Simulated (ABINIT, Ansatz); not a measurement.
# Quasiparticle gap of AlBO3 (R-3c) in ABINIT, part 3 of 3

Aim: the G0W0 gap of AlBO3 (R-3c) on PBEsol, step by step.

ABINIT 10.8.3; PBEsol and many-body steps on it, plane waves. Known limits of the many-body steps: not at the basis limit.

So far. Step 4 (Empty states on the mesh, 4×4×4 mesh, 267 bands): On this mesh the gap is 5.828 eV. Step 5 (Screening, 4×4×4 mesh, 259 bands, screening to 217.7 eV): Local fields lower ε∞ by 8 %.

### Step 6. Self-energy, 4×4×4 mesh, 259 bands, screening to 217.7 eV

The self-energy is evaluated for the states that the input lists, and the levels follow from it, in one-shot runs by the linearised quasiparticle equation.

This step: G0W0 on PBEsol, plane waves, norm-conserving pseudopotentials.

Input file run.abi:

```
acell 3*1.0 Angstrom
rprim 
  2.231899999996 1.288588065802 4.581666666700
  -2.231899999996 1.288588065802 4.581666666700
  0.000000000000 -2.577176131604 4.581666666700
ntypat 3
znucl 13 5 8
natom 10
typat 1 1 2 2 3 3 3 3 3 3
xred 
  0.000000000000 -0.000000000000 -0.000000000000
  0.500000000000 0.500000000000 0.500000000000
  0.250000000000 0.250000000000 0.250000000000
  0.750000000000 0.750000000000 0.750000000000
  0.940980000000 0.559020000000 0.250000000000
  0.250000000000 0.940980000000 0.559020000000
  0.559020000000 0.250000000000 0.940980000000
  0.059020000000 0.440980000000 0.750000000000
  0.750000000000 0.059020000000 0.440980000000
  0.440980000000 0.750000000000 0.059020000000
pp_dirpath "pseudos"
pseudos "Al.upf, B.upf, O.upf"
ecut 36
ngkpt 4 4 4
nshiftk 1
shiftk 0 0 0
kptopt 1
chksymbreak 0
istwfk *1
occopt 1
irdwfk 1
optdriver 4
nband 259
gwcalctyp 0
ecutsigx 36
symsigma 1
nkptgw 2
kptgw 
  0.0000000000 0.0000000000 0.0000000000
  0.2500000000 0.2500000000 0.2500000000
bdgw 
  23 26
  23 26
ecuteps 8
irdscr 1
ppmodel 1
indata_prefix "in"
outdata_prefix "out"
tmpdata_prefix "tmp"
```

Launch:

```bash
OMP_NUM_THREADS=1 mpirun -n 8 abinit run.abi > log
```

Numbers of over 12 decimals in the logs are rounded to 6 here.

What it wrote:

```text
.Version 10.8.3 of ABINIT. v10.8.2 released Aug 2026.

 Symmetries : space group R-3 c (#167); Bravais hR (rhombohedral)
[... echo of the input left out ...]
== DATASET  1 ==================================================================
-   mpi_nproc: 8, omp_nthreads: 1 (-1 if OMP is not activated)

--- !DatasetInfo
iteration_state: {dtset: 1, }
dimensions: {natom: 10, nkpt: 13, mband: 259, nsppol: 1, nspinor: 1, nspden: 1, mpw: 5535, }
cutoff_energies: {ecut:  36.0, pawecutdg:  -1.0, }
electrons: {nelect:   4.80000000E+01, charge:   0.00000000E+00, occopt:   1.00000000E+00, tsmear:   1.00000000E-02, }

 SIGMA: Calculation of the GW corrections

 Based on a program developped by R.W. Godby, V. Olevano, G. Onida, and L. Reining.
 Incorporated in ABINIT by V. Olevano, G.-M. Rignanese, and M. Torrent.
.Using double precision arithmetic ; gwpc =  8

[... cell and pseudopotentials left out ...]
--------------------------------------------------------------------------------

 ==== K-mesh for the wavefunctions ====
 Number of points in the irreducible wedge :    13
[... list of points left out ...]
 Together with 12 symmetry operations and time-reversal symmetry
 yields    64 points in the full Brillouin Zone.

 ==== Q-mesh for screening function ====
 Number of points in the irreducible wedge :    13
[... list of points left out ...]
 Together with 12 symmetry operations and time-reversal symmetry
 yields    64 points in the full Brillouin Zone.

 vcoul_init : cutoff-mode = AUXILIARY_FUNCTION
 q-points for optical limit:   1
     1)      0.000010    0.000020    0.000030
 setmesh: FFT mesh size selected  =    54x   54x   54
          total number of points  =       157464

 Number of electrons calculated from density =   48.0000; Expected =   48.0000
 average of density, n =  0.089967
 r_s =    1.3844
 omega_plasma =   28.9332 [eV]

 === KS Band Gaps ===
  >>>> For spin  1
   Minimum direct gap =   6.0269 [eV], located at k-point      :   0.2500  0.2500  0.2500
   Fundamental gap    =   5.8278 [eV], Top of valence bands at :   0.0000  0.0000  0.0000
                                       Bottom of conduction at :   0.2500  0.2500  0.2500
 SIGMA fundamental parameters:
 PLASMON POLE MODEL  1
 number of plane-waves for SigmaX                 5519
 number of plane-waves for SigmaC and W            587
 number of plane-waves for wavefunctions          5519
 number of bands                                   259
 number of independent spin polarizations            1
 number of spinorial components                      1
 number of k-points in IBZ                          13
 number of q-points in IBZ                          13
 number of symmetry operations                      12
 number of k-points in BZ                           64
 number of q-points in BZ                           64
 number of frequencies for dSigma/dE                 9
 frequency step for dSigma/dE [eV]                0.25
 number of omega for Sigma on real axis              0
 max omega for Sigma on real axis  [eV]           0.00
 zcut for avoiding poles [eV]                     0.10

 EPSILON^-1 parameters (SCR file):
 dimension of the eps^-1 matrix on file            587
 dimension of the eps^-1 matrix used               587
 number of plane-waves for wavefunctions          5519
 number of bands                                   259
 number of q-points in IBZ                          13
 number of frequencies                               2
 number of real frequencies                          1
 number of imag frequencies                          1

 matrix elements of self-energy operator (all in [eV])

 Perturbative Calculation

--- !SelfEnergy_ee
iteration_state: {dtset: 1, }
kpoint     : [   0.000,    0.000,    0.000, ]
spin       : 1
KS_gap     :    6.058
QP_gap     :    8.815
Delta_QP_KS:    2.756
data: !SigmaeeData |
     Band     E0 <VxcDFT>   SigX SigC(E0)      Z dSigC/dE  Sig(E)    E-E0       E
       23   4.926 -20.480 -26.336   4.254   0.812  -0.231 -21.781  -1.301   3.625
       24   4.926 -20.480 -26.336   4.254   0.812  -0.231 -21.781  -1.301   3.625
       25  10.984 -12.929  -7.175  -4.034   0.847  -0.181 -11.473   1.456  12.440
       26  11.375 -14.127  -8.905  -3.818   0.849  -0.178 -12.935   1.192  12.567

--- !SelfEnergy_ee
iteration_state: {dtset: 1, }
kpoint     : [   0.250,    0.250,    0.250, ]
spin       : 1
KS_gap     :    6.027
QP_gap     :    8.694
Delta_QP_KS:    2.667
data: !SigmaeeData |
     Band     E0 <VxcDFT>   SigX SigC(E0)      Z dSigC/dE  Sig(E)    E-E0       E
       23   4.727 -20.335 -26.211   4.241   0.813  -0.231 -21.663  -1.328   3.398
       24   4.727 -20.335 -26.211   4.241   0.813  -0.231 -21.663  -1.328   3.398
       25  10.754 -11.869  -6.133  -4.166   0.853  -0.173 -10.531   1.338  12.092
       26  12.448 -15.211  -9.690  -3.845   0.841  -0.189 -13.801   1.409  13.858

== END DATASET(S) ==============================================================
================================================================================

 -outvars: echo values of variables after computation  --------
           etotal      0.0000000000E+00
            nband         259
             nkpt          13
          spgroup         167
 [... the other variables as echoed above ...]

 Calculation completed.
```

The job ended after 78 s (8 MPI ranks of Arm Neoverse V1, shared host; peak memory 6.6 GiB).

Numbers from this step:

| Item | Value |
| --- | --- |
| G0W0 gap on the points computed | 8.467 eV |
| starting gap on the mesh | 5.828 eV |
| k of the valence top | 0, 0, 0 |
| k of the conduction bottom | 0.25, 0.25, 0.25 |
| Z at the valence top | 0.812 |
| Z at the conduction bottom | 0.853 |
| least direct G0W0 gap on the computed points | 8.694 eV |

The gap on the mesh goes from 5.83 eV to 8.47 eV, a correction of +2.64 eV. The start differs from the 5.86 eV found before because the two sample other k points.

Limits: finite bands, cutoff and mesh. v1 is the top filled band, c1 the lowest empty one. The levels before and after the correction (eV, zero at the valence-band top of each column):

```
           conduction bottom  valence top
Kohn-Sham               5.83         0.00
     G0W0               8.47         0.00
```

```
                            level  energy (eV)
Kohn-Sham                 Γ v2-v1        0.000
Kohn-Sham                    Γ c1        6.058
Kohn-Sham                    Γ c2        6.449
Kohn-Sham  (0.25 0.25 0.25) v2-v1       -0.199
Kohn-Sham     (0.25 0.25 0.25) c1        5.828
Kohn-Sham     (0.25 0.25 0.25) c2        7.522
     G0W0                 Γ v2-v1        0.000
     G0W0                    Γ c1        8.815
     G0W0                    Γ c2        8.942
     G0W0  (0.25 0.25 0.25) v2-v1       -0.227
     G0W0     (0.25 0.25 0.25) c1        8.467
     G0W0     (0.25 0.25 0.25) c2       10.233
```

### Step 7. Where the time went

Times are wall times on 8 MPI ranks of Arm Neoverse V1, shared host, good to a factor of about two.

```
                          step     time  share  memory (GiB)
                  ground state     45 s    4 %          0.82
bands along the symmetry lines     26 s    2 %          0.65
      empty states on the mesh  4.2 min   21 %            13
                     screening   13 min   67 %           7.1
                   self-energy     78 s    6 %           6.6
```

### Step 8. Results

```yaml
pbesol_gap: 5.83 eV, indirect
g0w0_gap_on_the_mesh: 8.47 eV
gw_settings: 4×4×4 mesh, 259 bands, screening to 217.7 eV, Godby-Needs plasmon pole
known_limits: not at the basis limit
```

In words: G0W0 moves the gap on the mesh from 5.83 eV to 8.47 eV (+2.64 eV), with Z of 0.81 and 0.85 at the edges. Local fields lower the RPA ε∞ on this mesh from 3.31 to 3.04. Only 2 of the mesh's irreducible points were corrected, so a valley elsewhere could overtake. The dearest step here is «screening». Bands and cutoff are finite, so the gap is not at the basis limit. The miss can reach some tenths of an eV and take either sign; the mesh is an error of its own. In the G0W0 run levels were corrected at 2 k points alone, so a gap called «on the mesh» is the least over those, and an edge elsewhere would be missed.

[Paths, hosts, dates, memory and timing lines, banners, echoed tables and standing remarks are left out of the program output.]

[Logs are printed without paths, hosts, clocks, repeated set-up lines and the standing remarks that a program may print on its own settings, such as how far it seeks lower states.]

[Runs of the session that timed out or met a known fault of the program may be left out.]

[Hosts, paths, dates, database ids (printed as entryN), source tags and the programs' standing remarks are cut or masked in the printed files.]

[G0W0 gaps are taken among the corrected bands and points alone; a level outside them can change the order at an edge.]

[Where Ansatz stands beside ABINIT at settings called matched, ABINIT's density can come from a denser mesh and the files from another edition; pairs whose starting gaps differed by over 0.03 eV were left out, so agreement reads better than it is.]
